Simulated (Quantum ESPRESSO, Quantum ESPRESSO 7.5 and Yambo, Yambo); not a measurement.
**Quasiparticle gap of Al2O3 (Corundum) in Yambo**

How does a plane-wave GW calculation on Al2O3 (Corundum) run from the first input to the gap?

Calculated with Quantum ESPRESSO 7.5 and Yambo 5.3.0; PBE and many-body steps on it, plane waves.

**The experiments to reproduce.**

- Gap 8.7 eV: optical band gap of host from absorption; optical absorption, quoted from earlier work; bulk crystal (high-purity reference sample) (quoted in “Multi-petahertz electron interference in Cr:Al2O3 solid-state material”, 2018, pmc:5906618).

## (1) Set-up

Symmetry: R-3c, No. 167, trigonal system. The conventional cell has a = 4.760 Å, b = 4.760 Å, c = 12.996 Å, α = 90.00°, β = 90.00°, γ = 120.00°. Nearest to Al lie 6 O at 1.85 to 1.97 Å. O has 4 Al at 1.85 to 1.97 Å nearest. Farther neighbours and most contacts between anions are not listed.

The cell and positions come from the Crystallography Open Database and are kept as given unless a step says otherwise.

## (2) Ground state

This step: Quantum ESPRESSO 7.5; DFT, PBE, plane waves, norm-conserving pseudopotentials.

The ground-state density comes first.

pw.in reads:

```
&control
  calculation = 'scf'
  prefix = 'x'
  outdir = 'o'
  pseudo_dir = 'pseudo'
/
&system
  ibrav = 0
  nat = 10
  ntyp = 2
  ecutwfc = 72.0
  nbnd = 33
  force_symmorphic = .true.
/
&electrons
  conv_thr = 1e-10
  electron_maxstep = 80
  mixing_beta = 0.5
/
ATOMIC_SPECIES
  Al 26.982 Al.upf
  O 15.999 O.upf
CELL_PARAMETERS angstrom
  2.3802500000 1.3742379782 4.3318666667
  -2.3802500000 1.3742379782 4.3318666667
  -0.0000000000 -2.7484759565 4.3318666667
ATOMIC_POSITIONS crystal
  Al 0.3521600000 0.3521600000 0.3521600000
  Al 0.1478400000 0.1478400000 0.1478400000
  Al 0.6478400000 0.6478400000 0.6478400000
  Al 0.8521600000 0.8521600000 0.8521600000
  O 0.5566800000 0.9433200000 0.2500000000
  O 0.2500000000 0.5566800000 0.9433200000
  O 0.9433200000 0.2500000000 0.5566800000
  O 0.4433200000 0.0566800000 0.7500000000
  O 0.7500000000 0.4433200000 0.0566800000
  O 0.0566800000 0.7500000000 0.4433200000
K_POINTS automatic
  6 6 6 0 0 0
```

Run with:

```
$ OMP_NUM_THREADS=1 mpirun -n 4 pw.x -nk 4 -in pw.in > pw.out
```

Output:

```text
Program PWSCF v.7.5 starts

     This program is part of the open-source Quantum ESPRESSO suite
     for quantum simulation of materials; please cite
         "P. Giannozzi et al., J. Phys.:Condens. Matter 21 395502 (2009);
         "P. Giannozzi et al., J. Phys.:Condens. Matter 29 465901 (2017);
         "P. Giannozzi et al., J. Chem. Phys. 152 154105 (2020);
     in publications or presentations arising from this work. More details at
     Message from routine setup:
     using ibrav=0 with symmetry is DISCOURAGED, use correct ibrav instead

     G-vector sticks info

     bravais-lattice index     =            0
     lattice parameter (alat)  =       9.6947  a.u.
     unit-cell volume          =     573.7299 (a.u.)^3
     number of atoms/cell      =           10
     number of atomic types    =            2
     number of electrons       =        48.00
     number of Kohn-Sham states=           33
     kinetic-energy cutoff     =      72.0000  Ry
     charge density cutoff     =     288.0000  Ry
     scf convergence threshold =      1.0E-10
     mixing beta               =       0.5000
     number of iterations used =            8  plain     mixing
     Exchange-correlation= PBE
                           (   1   4   3   4   0   0   0)

     celldm(1)=   9.694717  celldm(2)=   0.000000  celldm(3)=   0.000000
     celldm(4)=   0.000000  celldm(5)=   0.000000  celldm(6)=   0.000000

     crystal axes: (cart. coord. in units of alat)
               a(1) = (   0.463966   0.267871   0.844382 )
               a(2) = (  -0.463966   0.267871   0.844382 )
               a(3) = (  -0.000000  -0.535742   0.844382 )

     reciprocal axes: (cart. coord. in units 2 pi/alat)
               b(1) = (  1.077665  0.622190  0.394766 )
               b(2) = ( -1.077665  0.622190  0.394766 )
               b(3) = (  0.000000 -1.244380  0.394766 )
     Pseudo is Norm-conserving + core correction, Zval =  3.0
     Generated using ONCVPSP code by D. R. Hamann
     Using radial grid of 1876 points,  6 beta functions with:
     Pseudo is Norm-conserving + core correction, Zval =  6.0
     Generated using ONCVPSP code by D. R. Hamann
     Using radial grid of  936 points,  5 beta functions with:
     Al                3.00    26.98200     Al( 1.00)
     O                 6.00    15.99900     O ( 1.00)

      6 Sym. Ops., with inversion, found

   Cartesian axes

     site n.     atom                  positions (alat units)
         1        Al     tau(   1) = (   0.0000000  -0.0000000   0.8920724  )
         2        Al     tau(   2) = (  -0.0000000  -0.0000000   0.3745002  )
         3        Al     tau(   3) = (   0.0000000  -0.0000000   1.6410728  )
         4        Al     tau(   4) = (   0.0000000  -0.0000000   2.1586450  )
         5        O      tau(   5) = (  -0.1793879   0.2678710   1.4776680  )
         6        O      tau(   6) = (  -0.1422891  -0.2892900   1.4776680  )
         7        O      tau(   7) = (   0.3216770   0.0214190   1.4776680  )
         8        O      tau(   8) = (   0.1793879  -0.2678710   1.0554772  )
         9        O      tau(   9) = (   0.1422891   0.2892900   1.0554772  )
        10        O      tau(  10) = (  -0.3216770  -0.0214190   1.0554772  )

     number of k points=    40
                       cart. coord. in units 2pi/alat
        k(    1) = (   0.0000000   0.0000000   0.0000000), wk =   0.0092593
        k(    2) = (   0.0000000  -0.2073967   0.0657944), wk =   0.0555556
        k(    3) = (   0.0000000  -0.4147934   0.1315887), wk =   0.0555556
        k(    4) = (   0.0000000   0.6221900  -0.1973831), wk =   0.0277778
        k(    5) = (  -0.1796108  -0.1036983   0.1315887), wk =   0.0555556
        k(    6) = (  -0.1796108  -0.3110950   0.1973831), wk =   0.0555556
        k(    7) = (  -0.1796108   0.7258884  -0.1315887), wk =   0.0555556
        k(    8) = (  -0.1796108   0.5184917  -0.0657944), wk =   0.0555556
        k(    9) = (  -0.1796108   0.3110950   0.0000000), wk =   0.0555556
        k(   10) = (  -0.3592216  -0.2073967   0.2631774), wk =   0.0555556
     [... 28 further rows ...]
        k(   39) = (  -0.1796108  -0.5184917  -0.1315887), wk =   0.0555556
        k(   40) = (   0.7184432  -0.2073967   0.2631774), wk =   0.0555556

     Dense  grid:    47361 G-vectors     FFT dimensions: (  54,  54,  54)

     Initial potential from superposition of free atoms

     starting charge      47.9902, renormalised to      48.0000
     Starting wfcs are   40 randomized atomic wfcs

     per-process dynamical memory:    72.9 Mb

     Self-consistent Calculation

     iteration #  1     ecut=    72.00 Ry     beta= 0.50

     total energy              =    -217.68225071 Ry
     estimated scf accuracy    <       1.96371754 Ry

     iteration #  2     ecut=    72.00 Ry     beta= 0.50

     total energy              =    -218.21542244 Ry
     estimated scf accuracy    <       0.16139819 Ry

     iteration #  3     ecut=    72.00 Ry     beta= 0.50

     total energy              =    -218.23388091 Ry
     estimated scf accuracy    <       0.01729740 Ry

     iteration #  4     ecut=    72.00 Ry     beta= 0.50

     total energy              =    -218.23630496 Ry
     estimated scf accuracy    <       0.00729512 Ry

     iteration #  5     ecut=    72.00 Ry     beta= 0.50

     total energy              =    -218.23731721 Ry
     estimated scf accuracy    <       0.00012065 Ry

     iteration #  6     ecut=    72.00 Ry     beta= 0.50

     total energy              =    -218.23739636 Ry
     estimated scf accuracy    <       0.00002323 Ry

     iteration #  7     ecut=    72.00 Ry     beta= 0.50

     total energy              =    -218.23739665 Ry
     estimated scf accuracy    <       0.00000383 Ry

     iteration #  8     ecut=    72.00 Ry     beta= 0.50

     total energy              =    -218.23739768 Ry
     estimated scf accuracy    <          3.8E-09 Ry

     iteration #  9     ecut=    72.00 Ry     beta= 0.50

     total energy              =    -218.23739768 Ry
     estimated scf accuracy    <       0.00000006 Ry

     iteration # 10     ecut=    72.00 Ry     beta= 0.50

     total energy              =    -218.23739769 Ry
     estimated scf accuracy    <          4.9E-10 Ry

     iteration # 11     ecut=    72.00 Ry     beta= 0.50

     End of self-consistent calculation

          k = 0.0000 0.0000 0.0000 (  5879 PWs)   bands (ev):

   -11.4506  -9.1143  -8.8348  -8.8348  -8.5172  -8.5172   0.8371   1.8374
     2.1856   2.1856   3.3122   3.4095   3.4095   4.4160   4.7721   6.2886
     6.2886   6.4230   6.4230   7.2303   7.2303   7.6741   7.6741   7.7187
    13.9850  16.9063  18.4961  19.2829  19.2829  19.4363  20.1345  20.1345
    20.1785

          k = 0.0000-0.2074 0.0658 (  5895 PWs)   bands (ev):

   -11.3071  -9.1869  -8.9183  -8.8631  -8.5857  -8.5271   0.9891   1.5866
     2.0061   2.7583   2.8097   3.3521   4.2872   4.9613   5.0479   5.8121
     6.1783   6.3226   6.4916   6.8545   7.0432   7.3775   7.6353   7.6686
    14.6073  17.4099  18.0648  18.9581  18.9996  19.2493  20.2812  20.3685
    20.6942

          k = 0.0000-0.4148 0.1316 (  5926 PWs)   bands (ev):

   -10.8989  -9.6487  -8.8916  -8.8641  -8.7303  -8.5917   1.1713   1.6131
     1.8673   2.6579   3.4338   3.9091   4.6856   5.3187   5.4268   5.5676
     5.8732   5.9862   6.2676   6.3473   6.8820   7.1752   7.4908   7.5353
    15.9099  17.5595  17.9120  18.2688  18.6673  19.2204  20.0222  20.1509
    20.6276

          k = 0.0000 0.6222-0.1974 (  5936 PWs)   bands (ev):

     [... further k-points ...]

     highest occupied, lowest unoccupied level (ev):     7.7187   13.9850

!    total energy              =    -218.23739769 Ry
     estimated scf accuracy    <          2.1E-11 Ry

     The total energy is the sum of the following terms:
     one-electron contribution =     -34.97263499 Ry
     hartree contribution      =      53.34687270 Ry
     xc contribution           =     -60.38168908 Ry
     ewald contribution        =    -176.22994631 Ry

     convergence has been achieved in  11 iterations

     XML data file, charge density, pseudopotentials, collected wavefunctions

=------------------------------------------------------------------------------=
   JOB DONE.
=------------------------------------------------------------------------------=
```

It took 68 s on 4 MPI ranks of Arm Neoverse V1, shared host; peak memory 0.5 GiB; 4.6 min of CPU time.

Numbers from this step:

- total energy: -2969.2711 eV
- gap: 6.266 eV
- k of the valence top: 0, 0, 0
- k of the conduction bottom: 0, 0, 0
- least direct gap: 6.266 eV

The gap is direct, at Γ.

## (3) Bands along the symmetry lines

Levels along a band path, at the cheap level, show where the edges lie and whether the meshes to come will hold them.

pw.in reads:

```
&control
  calculation = 'bands'
  prefix = 'x'
  outdir = 'o'
  pseudo_dir = 'pseudo'
/
&system
  ibrav = 0
  nat = 10
  ntyp = 2
  ecutwfc = 72.0
  nbnd = 30
  force_symmorphic = .true.
/
&electrons
  conv_thr = 1e-9
  electron_maxstep = 80
  diago_full_acc = .true.
  diago_thr_init = 5e-6
/
ATOMIC_SPECIES
  Al 26.982 Al.upf
  O 15.999 O.upf
CELL_PARAMETERS angstrom
  2.3802500000 1.3742379782 4.3318666667
  -2.3802500000 1.3742379782 4.3318666667
  -0.0000000000 -2.7484759565 4.3318666667
ATOMIC_POSITIONS crystal
  Al 0.3521600000 0.3521600000 0.3521600000
  Al 0.1478400000 0.1478400000 0.1478400000
  Al 0.6478400000 0.6478400000 0.6478400000
  Al 0.8521600000 0.8521600000 0.8521600000
  O 0.5566800000 0.9433200000 0.2500000000
  O 0.2500000000 0.5566800000 0.9433200000
  O 0.9433200000 0.2500000000 0.5566800000
  O 0.4433200000 0.0566800000 0.7500000000
  O 0.7500000000 0.4433200000 0.0566800000
  O 0.0566800000 0.7500000000 0.4433200000
K_POINTS crystal
  59
  0.00000000 0.00000000 0.00000000 1
  0.06250000 0.06250000 0.06250000 1
  0.12500000 0.12500000 0.12500000 1
  0.18750000 0.18750000 0.18750000 1
  0.25000000 0.25000000 0.25000000 1
  0.31250000 0.31250000 0.31250000 1
  0.37500000 0.37500000 0.37500000 1
  0.43750000 0.43750000 0.43750000 1
  0.50000000 0.50000000 0.50000000 1
  0.53327994 0.46672006 0.50000000 1
  0.56655988 0.43344012 0.50000000 1
  0.59983982 0.40016018 0.50000000 1
  0.63311976 0.36688024 0.50000000 1
  0.66639970 0.33360030 0.50000000 1
  0.69967964 0.30032036 0.50000000 1
  0.73295958 0.26704042 0.50000000 1
  0.76623952 0.23376048 0.50000000 1
  0.50000000 -0.23376048 0.23376048 1
  0.50000000 -0.20454042 0.20454042 1
  0.50000000 -0.17532036 0.17532036 1
  0.50000000 -0.14610030 0.14610030 1
  0.50000000 -0.11688024 0.11688024 1
  0.50000000 -0.08766018 0.08766018 1
  0.50000000 -0.05844012 0.05844012 1
  0.50000000 -0.02922006 0.02922006 1
  0.50000000 0.00000000 0.00000000 1
  0.43750000 0.00000000 0.00000000 1
  0.37500000 0.00000000 0.00000000 1
  0.31250000 0.00000000 0.00000000 1
  0.25000000 0.00000000 0.00000000 1
  0.18750000 0.00000000 0.00000000 1
  0.12500000 0.00000000 0.00000000 1
  0.06250000 0.00000000 0.00000000 1
  0.00000000 0.00000000 0.00000000 1
  0.04586003 -0.04586003 0.00000000 1
  0.09172006 -0.09172006 0.00000000 1
  0.13758009 -0.13758009 0.00000000 1
  0.18344012 -0.18344012 0.00000000 1
  0.22930015 -0.22930015 0.00000000 1
  0.27516018 -0.27516018 0.00000000 1
  0.32102021 -0.32102021 0.00000000 1
  0.36688024 -0.36688024 -0.00000000 1
  0.63311976 0.00000000 0.36688024 1
  0.61647979 0.00000000 0.38352021 1
  0.59983982 0.00000000 0.40016018 1
  0.58319985 0.00000000 0.41680015 1
  0.56655988 0.00000000 0.43344012 1
  0.54991991 0.00000000 0.45008009 1
  0.53327994 0.00000000 0.46672006 1
  0.51663997 0.00000000 0.48336003 1
  0.50000000 0.00000000 0.50000000 1
  0.43750000 0.00000000 0.43750000 1
  0.37500000 0.00000000 0.37500000 1
  0.31250000 0.00000000 0.31250000 1
  0.25000000 0.00000000 0.25000000 1
  0.18750000 0.00000000 0.18750000 1
  0.12500000 0.00000000 0.12500000 1
  0.06250000 0.00000000 0.06250000 1
  0.00000000 0.00000000 0.00000000 1
```

Output:

```text
[banner, memory and clock lines left out]
Program PWSCF v.7.5 starts

     Atomic positions and unit cell read from directory:
     o/x.save/

     Message from routine setup:
     using ibrav=0 with symmetry is DISCOURAGED, use correct ibrav instead

     G-vector sticks info

     bravais-lattice index     =            0
     lattice parameter (alat)  =       9.6947  a.u.
     unit-cell volume          =     573.7299 (a.u.)^3
     number of atoms/cell      =           10
     number of atomic types    =            2
     number of electrons       =        48.00
     number of Kohn-Sham states=           30
     kinetic-energy cutoff     =      72.0000  Ry
     charge density cutoff     =     288.0000  Ry
     Exchange-correlation= PBE
                           (   1   4   3   4   0   0   0)

     celldm(1)=   9.694717  celldm(2)=   0.000000  celldm(3)=   0.000000
     celldm(4)=   0.000000  celldm(5)=   0.000000  celldm(6)=   0.000000

     crystal axes: (cart. coord. in units of alat)
               a(1) = (   0.463966   0.267871   0.844382 )
               a(2) = (  -0.463966   0.267871   0.844382 )
               a(3) = (  -0.000000  -0.535742   0.844382 )

     reciprocal axes: (cart. coord. in units 2 pi/alat)
               b(1) = (  1.077665  0.622190  0.394766 )
               b(2) = ( -1.077665  0.622190  0.394766 )
               b(3) = (  0.000000 -1.244380  0.394766 )
     Pseudo is Norm-conserving + core correction, Zval =  3.0
     Generated using ONCVPSP code by D. R. Hamann
     Using radial grid of 1876 points,  6 beta functions with:
     Pseudo is Norm-conserving + core correction, Zval =  6.0
     Generated using ONCVPSP code by D. R. Hamann
     Using radial grid of  936 points,  5 beta functions with:
     Al                3.00    26.98200     Al( 1.00)
     O                 6.00    15.99900     O ( 1.00)

      6 Sym. Ops., with inversion, found

   Cartesian axes

     site n.     atom                  positions (alat units)
         1        Al     tau(   1) = (   0.0000000  -0.0000000   0.8920724  )
         2        Al     tau(   2) = (  -0.0000000  -0.0000000   0.3745002  )
         3        Al     tau(   3) = (   0.0000000  -0.0000000   1.6410728  )
         4        Al     tau(   4) = (   0.0000000  -0.0000000   2.1586450  )
         5        O      tau(   5) = (  -0.1793879   0.2678710   1.4776680  )
         6        O      tau(   6) = (  -0.1422891  -0.2892900   1.4776680  )
         7        O      tau(   7) = (   0.3216770   0.0214190   1.4776680  )
         8        O      tau(   8) = (   0.1793879  -0.2678710   1.0554772  )
         9        O      tau(   9) = (   0.1422891   0.2892900   1.0554772  )
        10        O      tau(  10) = (  -0.3216770  -0.0214190   1.0554772  )

     number of k points=    59
                       cart. coord. in units 2pi/alat
        k(    1) = (   0.0000000   0.0000000   0.0000000), wk =   0.0338983
        k(    2) = (   0.0000000   0.0000000   0.0740187), wk =   0.0338983
        k(    3) = (   0.0000000   0.0000000   0.1480373), wk =   0.0338983
[...]
[... 47 further rows ...]
        k(   58) = (   0.0673540  -0.0388869   0.0493458), wk =   0.0338983
        k(   59) = (   0.0000000   0.0000000   0.0000000), wk =   0.0338983

     Dense  grid:    47361 G-vectors     FFT dimensions: (  54,  54,  54)

     The potential is recalculated from file :
     o/x.save/charge-density

     Starting wfcs are   40 randomized atomic wfcs

     Band Structure Calculation

     End of band structure calculation

          k = 0.0000 0.0000 0.0000 (  5879 PWs)   bands (ev):

   -11.4506  -9.1143  -8.8348  -8.8348  -8.5172  -8.5172   0.8371   1.8374
     2.1856   2.1856   3.3123   3.4095   3.4095   4.4160   4.7721   6.2886
     6.2886   6.4231   6.4231   7.2304   7.2304   7.6741   7.6741   7.7188
    13.9851  16.9063  18.4961  19.2830  19.2831  19.4365

          k = 0.0000 0.0000 0.0740 (  5881 PWs)   bands (ev):

[...]
14.0608  16.9134  18.4732  19.2979  19.2979  19.4352

          k = 0.0000 0.0000 0.1480 (  5896 PWs)   bands (ev):

[...]
14.2730  16.9317  18.4186  19.3516  19.3516  19.4313

          k =-0.0000-0.0000 0.2221 (  5902 PWs)   bands (ev):

[...]
k =-0.0000-0.0000 0.4441 (  5893 PWs)   bands (ev):

[...]
k =-0.0000 0.0000 0.5181 (  5893 PWs)   bands (ev):

[...]
k = 0.7907-0.1252 0.1974 (  5936 PWs)   bands (ev):

[...]
k = 0.7593-0.0707 0.1974 (  5922 PWs)   bands (ev):

[...]
k = 0.7278-0.0162 0.1974 (  5928 PWs)   bands (ev):

[...]
k = 0.0988-0.0000-0.0000 (  5897 PWs)   bands (ev):

[...]
k = 0.1977-0.0000-0.0000 (  5898 PWs)   bands (ev):

[...]
k = 0.3954-0.0000-0.0000 (  5910 PWs)   bands (ev):

[...]
k = 0.4942-0.0000-0.0000 (  5906 PWs)   bands (ev):

[...]
k = 0.6919 0.0000 0.0000 (  5922 PWs)   bands (ev):

[...]
k = 0.7907-0.0000-0.0000 (  5922 PWs)   bands (ev):

[...]
k = 0.1347-0.0778 0.0987 (  5901 PWs)   bands (ev):

[...]
k = 0.0674-0.0389 0.0493 (  5900 PWs)   bands (ev):

[...]
14.1068  16.9856  18.3836  19.2102  19.4066  19.4109

          k = 0.0000 0.0000 0.0000 (  5879 PWs)   bands (ev):

[...]
2.1856   2.1856   3.3123   3.4095   3.4095   4.4160   4.7721   6.2886
     6.2886   6.4231   6.4231   7.2304   7.2304   7.6741   7.6741   7.7188
    13.9851  16.9063  18.4961  19.2830  19.2832  19.4364

     XML data file, pseudopotentials, collected wavefunctions
```

It took 30 s on 4 MPI ranks; peak memory 0.33 GiB; 2 min of CPU time.

This step gave:

```yaml
gap: 6.266 eV
k_of_the_valence_top: 0, 0, 0
k_of_the_conduction_bottom: 0, 0, 0
least_direct_gap: 6.266 eV
```

The gap is 6.266 eV, as in the run before at this level.

Electronic bands along the path, in eV, zero at the top of the highest filled band:

```tsv
point	band 21	band 22	band 23	band 24	band 25	band 26	band 27	band 28
Γ	-0.49	-0.04	-0.04	0.00	6.27	9.19	10.78	11.56
halfway	-0.50	-0.50	-0.11	-0.11	7.24	9.24	10.63	11.68
T	-0.38	-0.38	-0.38	-0.38	8.71	8.71	11.13	11.13
halfway	-0.85	-0.85	-0.53	-0.53	9.40	9.40	10.83	10.83
H2	-0.84	-0.84	-0.50	-0.50	9.74	9.74	10.15	10.15
jump to H0	-0.84	-0.84	-0.50	-0.50	9.74	9.74	10.15	10.15
halfway	-0.83	-0.83	-0.31	-0.31	9.40	9.40	9.88	9.88
L	-0.90	-0.90	-0.27	-0.27	9.49	9.49	9.68	9.68
halfway	-0.76	-0.44	-0.15	-0.11	7.51	10.09	10.18	10.81
Γ	-0.49	-0.04	-0.04	0.00	6.27	9.19	10.78	11.56
halfway	-0.84	-0.52	-0.17	-0.08	7.92	9.80	10.36	10.50
S0	-0.88	-0.84	-0.56	-0.28	9.54	9.57	9.78	10.26
jump to S2	-0.88	-0.84	-0.56	-0.28	9.54	9.57	9.78	10.26
halfway	-0.95	-0.83	-0.74	-0.26	9.64	9.82	9.84	10.27
F	-1.02	-0.91	-0.74	-0.25	9.68	9.76	9.95	10.44
halfway	-0.96	-0.59	-0.26	-0.17	7.77	10.16	10.20	10.78
Γ	-0.49	-0.04	-0.04	0.00	6.27	9.19	10.78	11.56
```

[end of part 1 of 3]

[Paths, hosts, dates, memory and timing lines, banners, echoed tables and standing remarks are left out of the program output.]

[Logs are printed without paths, hosts, clocks, repeated set-up lines and the standing remarks that a program may print on its own settings, such as how far it seeks lower states.]

[Runs of the session that timed out or met a known fault of the program may be left out.]

[Hosts, paths, dates, database ids (printed as entryN), source tags and the programs' standing remarks are cut or masked in the printed files.]
